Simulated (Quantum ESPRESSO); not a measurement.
## SrFe2As2: energy over the lowest against total spin moment, fitted and tested on a withheld row

System: SrFe2As2, 1 Sr, 2 Fe and 2 As in the cell, space group Fmmm. Cell as run: a = 6.751, b = 6.739, c = 3.923 Å, angles 73.3, 72.9, 33.8°, 5 atoms. From the study “Fixed-spin-moment curve of SrFe2As2”.

Method: LDA; plane waves with GBRV 1.5 LDA potentials (Quantum ESPRESSO 7.5). Settings shared by all rows: cutoff 544.23 eV, 8×8×8 k-mesh, fermi-dirac occupations, smearing width 0.1 eV. All runs start parallel; opposed orders may lie lower.

Results; the value marked ? is withheld:

```
total spin moment (μB a cell)  energy over the lowest (meV a cell)
                            0                                 5.74
                         0.21                                 5.11
                        0.419                                 3.45
                        0.629                                    ?
                        0.838                                 0.08
                      0.89571                                 0.00
                        1.048                                 0.69
                        1.257                                 4.31
                        1.467                                11.45
                        1.677                                21.90
                        1.886                                34.92
                        2.096                                49.74
```

Q: Choose a law, fit it, and give the withheld energy over the lowest (total spin moment = 0.629 μB a cell).

**Law.** Time reversal makes the energy at fixed moment even in the moment, so it is expanded as a Landau series in M². In symbols, E = c0 + c2 M² + c4 M⁴ + c6 M⁶, with energy over the lowest in meV a cell.

**Fit.** Least squares on 11 rows gives c0 = 5.6092, c2 = -13.8995, c4 = 9.7484 and c6 = -0.9804.

```
total spin moment (μB a cell)  computed     fit  computed − fit
                            0      5.74   5.609           0.131
                         0.21      5.11   5.015           0.095
                        0.419      3.45   3.464          -0.014
                        0.838      0.08   0.316          -0.236
                      0.89571      0.00   0.226          -0.226
                        1.048      0.69   0.804          -0.114
                        1.257      4.31   4.117           0.193
                        1.467     11.45  11.074           0.376
                        1.677     21.90  21.814           0.086
                        1.886     34.92  35.386          -0.466
                        2.096     49.74  49.564           0.176
```

The fit has a minimum at M = 0.901 μB a cell. Its quadratic term is negative, which makes M = 0 a maximum of the fitted curve.

**Prediction.** At total spin moment = 0.629 μB a cell the law predicts 1.575 meV a cell. The computed value is 1.42 meV a cell, 0.155 below the prediction. The row lies between fitted rows, so this is an interpolation. The miss is smaller than the rms residual of the fit, 0.230.

[Logs and program files are shortened in this print: banners, set-up blocks, solver, clock and traceback lines can be left out without a mark of their own.]

[Logs are printed without paths, hosts, clocks, repeated set-up lines and the standing remarks that a program may print on its own settings, such as how far it seeks lower states.]

[Hosts, paths, dates, database ids (printed as entryN), source tags and the programs' standing remarks are cut or masked in the printed files.]

[Where a cell is said to come from a database of computed structures, the database is the Materials Project.]
